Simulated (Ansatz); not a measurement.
# Gap against strain: armchair BP nanoribbon (N = 5, H edges)

Set-up. Ansatz 0.2.0, plane waves with PAW datasets, PBE, Fermi-Dirac smearing of 0.05 eV, no spin-orbit coupling. The period is scaled from its relaxed value of 5.597 Å and the atoms relax, within the symmetry of the start, at each strain ε (in %); gaps, in eV, are read on a band path.

```tsv
period (Å)	energy (eV a cell)	place of the conduction minimum (Γ = 0, Z = 1)	ε	gap
5.373	+0.237	0.00	−4	1.102
5.485	+0.058	0.00	−2	1.076
5.597	0.000	0.00	0	1.064
5.708	+0.054	0.00	2	1.063
5.820	+0.213	0.00	4	1.072
```

One run is withheld: period (Å) = 5.932, with ε = 6. Fit a straight line gap = a + b × ε to the 5 rows shown and predict it.

**Fit.** The means are 0 for ε and 1.075 for gap. The sum of products of deviations is −0.1499 and the sum of squares in ε is 40, so b = −0.1499 / 40 = −0.003746 and a = 1.075 − (−0.003746) × 0 = 1.075. The residuals' standard deviation, with 3 degrees of freedom, is σ = 0.013.

**Prediction.** gap = 1.075 + (−0.003746) × 6 = 1.053. The run gave 1.088, so the prediction less the run is −0.035. The standard error of a prediction there, σ√(1 + 1/5 + (6 − 0)²/40), is 0.018, and the miss is 1.9 times that, for a point outside the fitted range. With so few rows σ is itself uncertain. The slope is only 1.9 times its own standard error, so the line says little more than the mean does.

The gap does not move one way: it turns somewhere between ε = 0 and 4 %, and the true extreme can lie between the rows, beyond the values shown.

Caveats: Kohn-Sham gaps of a wire among periodic images, which in a check on one flat ribbon (7 Å apart) lowered the gap by 0.2 eV and flattened the slope; the slope b × 100 is a mean deformation potential of the gap, in eV per unit strain. Between neighbouring runs it lies between −1.3 and 0.8 eV, so a bend, a kink or scatter between runs makes one line a rough account. The unstrained row comes from a denser mesh than the others, which shifts its energy a little. Series of this kind are told only where this holds: a gap at every strain (compound wires with polar facets were set aside first). 88 of 101 did.

[Logs are printed without paths, hosts, clocks, repeated set-up lines and the standing remarks that a program may print on its own settings, such as how far it seeks lower states.]
